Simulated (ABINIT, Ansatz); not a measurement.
# Rb2AlTlH6 (Fm-3m): G0W0 with ABINIT, start to end, part 3 of 3

Wanted: ground state, empty states, screening and self-energy for Rb2AlTlH6 (Fm-3m).

ABINIT 10.8.3; LDA and many-body steps on it, plane waves. Known limits of the many-body steps: not at the basis limit; no spin-orbit coupling; coarse k mesh.

So far. Step 4 (Empty states on the mesh, 2×2×2 mesh, 114 bands): On this mesh the gap is 0.399 eV. Step 5 (Screening, 2×2×2 mesh, 104 bands, screening to 98 eV): Local fields lower ε∞ by 14 %. On a Γ-centred mesh this coarse the value itself is usually too large, while a short band sum pulls it down.

### Step 6. Self-energy, 2×2×2 mesh, 104 bands, screening to 98 eV

The self-energy is evaluated for the states that the input lists, and the levels follow from it, in one-shot runs by the linearised quasiparticle equation.

This step: G0W0 on LDA, plane waves, norm-conserving pseudopotentials.

Contents of run.abi:

```
acell 3*1.0 Angstrom
rprim 
  -0.000000000000 4.343365000000 4.343365000000
  4.343365000000 -0.000000000000 4.343365000000
  4.343365000000 4.343365000000 -0.000000000000
ntypat 4
znucl 37 13 81 1
natom 10
typat 1 1 2 3 4 4 4 4 4 4
xred 
  0.250000000000 0.250000000000 0.250000000000
  0.750000000000 0.750000000000 0.750000000000
  0.500000000000 0.500000000000 0.500000000000
  0.000000000000 -0.000000000000 -0.000000000000
  0.294156000000 0.705844000000 0.705844000000
  0.294156000000 0.705844000000 0.294156000000
  0.705844000000 0.294156000000 0.705844000000
  0.705844000000 0.705844000000 0.294156000000
  0.294156000000 0.294156000000 0.705844000000
  0.705844000000 0.294156000000 0.294156000000
pp_dirpath "pseudos"
pseudos "Rb.upf, Al.upf, Tl.upf, H.upf"
ecut 34
ngkpt 2 2 2
nshiftk 1
shiftk 0 0 0
kptopt 1
chksymbreak 0
istwfk *1
occopt 1
irdwfk 1
optdriver 4
nband 104
gwcalctyp 0
ecutsigx 34
symsigma 1
nkptgw 3
kptgw 
  0.5000000000 0.5000000000 0.0000000000
  0.5000000000 0.0000000000 0.0000000000
  0.0000000000 0.0000000000 0.0000000000
bdgw 
  23 26
  22 27
  23 27
ecuteps 3.6
irdscr 1
ppmodel 1
indata_prefix "in"
outdata_prefix "out"
tmpdata_prefix "tmp"
```

The run is started by

```
$ OMP_NUM_THREADS=1 mpirun -n 4 abinit run.abi > log
```

Numbers of over 12 decimals in the logs are rounded to 6 here.

What it wrote:

```text
.Version 10.8.3 of ABINIT. v10.8.2 released Aug 2026.

 Symmetries : space group Fm -3 m (#225); Bravais cF (face-center cubic)
[... echo of the input left out ...]
== DATASET  1 ==================================================================
-   mpi_nproc: 4, omp_nthreads: 1 (-1 if OMP is not activated)

--- !DatasetInfo
iteration_state: {dtset: 1, }
dimensions: {natom: 10, nkpt: 3, mband: 104, nsppol: 1, nspinor: 1, nspden: 1, mpw: 10489, }
cutoff_energies: {ecut:  34.0, pawecutdg:  -1.0, }
electrons: {nelect:   4.80000000E+01, charge:   0.00000000E+00, occopt:   1.00000000E+00, tsmear:   1.00000000E-02, }

 SIGMA: Calculation of the GW corrections

 Based on a program developped by R.W. Godby, V. Olevano, G. Onida, and L. Reining.
 Incorporated in ABINIT by V. Olevano, G.-M. Rignanese, and M. Torrent.
.Using double precision arithmetic ; gwpc =  8

[... cell and pseudopotentials left out ...]
--------------------------------------------------------------------------------

 ==== K-mesh for the wavefunctions ====
 Number of points in the irreducible wedge :     3
[... list of points left out ...]
 Together with 48 symmetry operations and time-reversal symmetry
 yields     8 points in the full Brillouin Zone.

 ==== Q-mesh for screening function ====
 Number of points in the irreducible wedge :     3
[... list of points left out ...]
 Together with 48 symmetry operations and time-reversal symmetry
 yields     8 points in the full Brillouin Zone.

 vcoul_init : cutoff-mode = AUXILIARY_FUNCTION
 q-points for optical limit:   1
     1)      0.000010    0.000020    0.000030
 setmesh: FFT mesh size selected  =    64x   64x   64
          total number of points  =       262144

 Number of electrons calculated from density =   48.0000; Expected =   48.0000
 average of density, n =  0.043405
 r_s =    1.7652
 omega_plasma =   20.0966 [eV]

 === KS Band Gaps ===
  >>>> For spin  1
   Minimum direct gap =   1.8111 [eV], located at k-point      :   0.5000  0.5000  0.0000
   Fundamental gap    =   0.3990 [eV], Top of valence bands at :   0.5000  0.5000  0.0000
                                       Bottom of conduction at :   0.5000  0.0000  0.0000
 SIGMA fundamental parameters:
 PLASMON POLE MODEL  1
 number of plane-waves for SigmaX                10489
 number of plane-waves for SigmaC and W            339
 number of plane-waves for wavefunctions         10489
 number of bands                                   104
 number of independent spin polarizations            1
 number of spinorial components                      1
 number of k-points in IBZ                           3
 number of q-points in IBZ                           3
 number of symmetry operations                      48
 number of k-points in BZ                            8
 number of q-points in BZ                            8
 number of frequencies for dSigma/dE                 9
 frequency step for dSigma/dE [eV]                0.25
 number of omega for Sigma on real axis              0
 max omega for Sigma on real axis  [eV]           0.00
 zcut for avoiding poles [eV]                     0.10

 EPSILON^-1 parameters (SCR file):
 dimension of the eps^-1 matrix on file            339
 dimension of the eps^-1 matrix used               339
 number of plane-waves for wavefunctions         10489
 number of bands                                   104
 number of q-points in IBZ                           3
 number of frequencies                               2
 number of real frequencies                          1
 number of imag frequencies                          1

 matrix elements of self-energy operator (all in [eV])

 Perturbative Calculation

--- !SelfEnergy_ee
iteration_state: {dtset: 1, }
kpoint     : [   0.500,    0.500,    0.000, ]
spin       : 1
KS_gap     :    1.811
QP_gap     :    2.961
Delta_QP_KS:    1.150
data: !SigmaeeData |
     Band     E0 <VxcDFT>   SigX SigC(E0)      Z dSigC/dE  Sig(E)    E-E0       E
       23   1.716 -11.314 -14.106   2.382   0.770  -0.299 -11.630  -0.315   1.401
       24   2.863 -12.100 -13.825   1.699   0.781  -0.281 -12.120  -0.020   2.843
       25   4.674  -9.501  -5.173  -2.929   0.807  -0.238  -8.371   1.130   5.804
       26   4.674  -9.501  -5.173  -2.929   0.807  -0.238  -8.371   1.130   5.804

--- !SelfEnergy_ee
iteration_state: {dtset: 1, }
kpoint     : [   0.500,    0.000,    0.000, ]
spin       : 1
KS_gap     :    2.695
QP_gap     :    3.814
Delta_QP_KS:    1.118
data: !SigmaeeData |
     Band     E0 <VxcDFT>   SigX SigC(E0)      Z dSigC/dE  Sig(E)    E-E0       E
       22   0.459 -10.429 -13.082   2.379   0.766  -0.306 -10.639  -0.209   0.249
       23   0.459 -10.429 -13.082   2.379   0.766  -0.306 -10.639  -0.209   0.249
       24   0.566 -11.308 -13.384   1.930   0.772  -0.296 -11.420  -0.112   0.454
       25   3.262  -9.024  -4.925  -2.861   0.812  -0.231  -8.018   1.006   4.268
       26   6.505 -10.587  -6.219  -2.918   0.786  -0.271  -9.447   1.141   7.646
       27   6.505 -10.587  -6.219  -2.918   0.786  -0.271  -9.447   1.141   7.646

--- !SelfEnergy_ee
iteration_state: {dtset: 1, }
kpoint     : [   0.000,    0.000,    0.000, ]
spin       : 1
KS_gap     :    3.500
QP_gap     :    4.886
Delta_QP_KS:    1.386
data: !SigmaeeData |
     Band     E0 <VxcDFT>   SigX SigC(E0)      Z dSigC/dE  Sig(E)    E-E0       E
       23   1.350 -10.923 -13.612   2.308   0.772  -0.295 -11.217  -0.294   1.056
       24   1.350 -10.923 -13.612   2.308   0.772  -0.295 -11.217  -0.294   1.056
       25   4.850  -9.733  -5.501  -2.874   0.804  -0.244  -8.641   1.092   5.942
       26   4.850  -9.733  -5.501  -2.874   0.804  -0.244  -8.641   1.092   5.942
       27   4.850  -9.733  -5.501  -2.874   0.804  -0.244  -8.641   1.092   5.942

 New Fermi energy :        1.306539E-01 Ha ,    3.555275E+00 eV

 === QP Band Gaps ===
  >>>> For spin  1
   Minimum direct gap =   2.9613 [eV], located at k-point      :   0.5000  0.5000  0.0000
   Fundamental gap    =   1.4254 [eV], Top of valence bands at :   0.5000  0.5000  0.0000
                                       Bottom of conduction at :   0.5000  0.0000  0.0000

== END DATASET(S) ==============================================================
================================================================================

 -outvars: echo values of variables after computation  --------
           etotal      0.0000000000E+00
            nband         104
             nkpt           3
          spgroup         225
 [... the other variables as echoed above ...]

 Calculation completed.
```

Wall time 13 s (4 MPI ranks of AMD EPYC 9R45, shared host); peak memory 1.4 GiB; 51 s of CPU time.

This step gave:

- G0W0 gap on the points computed: 1.425 eV
- starting gap on the mesh: 0.3989 eV
- k of the valence top: 0.5, 0.5, 0
- k of the conduction bottom: 0.5, 0, 0
- Z at the valence top: 0.781
- Z at the conduction bottom: 0.812
- least direct G0W0 gap on the computed points: 2.961 eV

The gap on the mesh goes from 0.40 eV to 1.42 eV, a correction of +1.03 eV.

Limits: finite bands, cutoff and mesh; model gap, bands may invert with spin-orbit coupling; no spin-orbit coupling; coarse k mesh. v1 is the top filled band, c1 the lowest empty one. The levels before and after the correction (eV, zero at the valence-band top of each column):

```csv
,conduction bottom,valence top
Kohn-Sham,0.40,0.00
G0W0,1.43,0.00
```

```csv
,level,energy (eV)
Kohn-Sham,(0.5 0.5 0) v2,-1.146
Kohn-Sham,(0.5 0.5 0) v1,0.000
Kohn-Sham,(0.5 0.5 0) c1-c2,1.811
Kohn-Sham,(0.5 0 0) v3-v2,-2.404
Kohn-Sham,(0.5 0 0) v1,-2.296
Kohn-Sham,(0.5 0 0) c1,0.399
Kohn-Sham,(0.5 0 0) c2-c3,3.642
G0W0,(0.5 0.5 0) v2,-1.442
G0W0,(0.5 0.5 0) v1,0.000
G0W0,(0.5 0.5 0) c1-c2,2.961
G0W0,(0.5 0 0) v3-v2,-2.594
G0W0,(0.5 0 0) v1,-2.389
G0W0,(0.5 0 0) c1,1.425
G0W0,(0.5 0 0) c2-c3,4.803
```

### Step 7. Where the time went

Times are wall times on the hardware named with each run, good to a factor of about two.

```csv
step,time,share,memory (GiB)
ground state,30 s,20 %,0.57
bands along the symmetry lines,45 s,30 %,0.52
empty states on the mesh,47 s,30 %,0.4
screening,18 s,12 %,1.7
self-energy,13 s,8 %,1.4
```

### Step 8. Summary of results

| Property | Result |
| --- | --- |
| LDA gap | 0.40 eV, indirect |
| G0W0 gap on the mesh | 1.42 eV |
| GW settings | 2×2×2 mesh, 104 bands, screening to 98 eV, Godby-Needs plasmon pole |
| known limits | not at the basis limit; no spin-orbit coupling; coarse k mesh |

G0W0 moves the gap on the mesh from 0.40 eV to 1.42 eV (+1.03 eV), with Z of 0.78 and 0.81 at the edges. Local fields lower the RPA ε∞ on this mesh from 10.49 to 9.01; a Γ-centred mesh this coarse tends to raise both, most where the direct gap is narrow, while a short band sum lowers them. Bands and cutoff are finite, so the gap is not at the basis limit. The miss can reach some tenths of an eV and take either sign; the mesh is an error of its own. The 2×2×2 mesh is coarse for this cell, which bears on the long-range parts of exchange and screening. Where an edge is built on 6p states of lead, bismuth or thallium, scalar-relativistic gaps usually stand too wide, by a few tenths to over one eV. The many-body steps are scalar-relativistic: spin-orbit coupling is not in them.

[Paths, hosts, dates, memory and timing lines, banners, echoed tables and standing remarks are left out of the program output.]

[Logs are printed without paths, hosts, clocks, repeated set-up lines and the standing remarks that a program may print on its own settings, such as how far it seeks lower states.]

[Runs of the session that timed out or met a known fault of the program may be left out.]

[Hosts, paths, dates, database ids (printed as entryN), source tags and the programs' standing remarks are cut or masked in the printed files.]

[G0W0 gaps are taken among the corrected bands and points alone; a level outside them can change the order at an edge.]

[Where Ansatz stands beside ABINIT at settings called matched, ABINIT's density can come from a denser mesh and the files from another edition; pairs whose starting gaps differed by over 0.03 eV were left out, so agreement reads better than it is.]
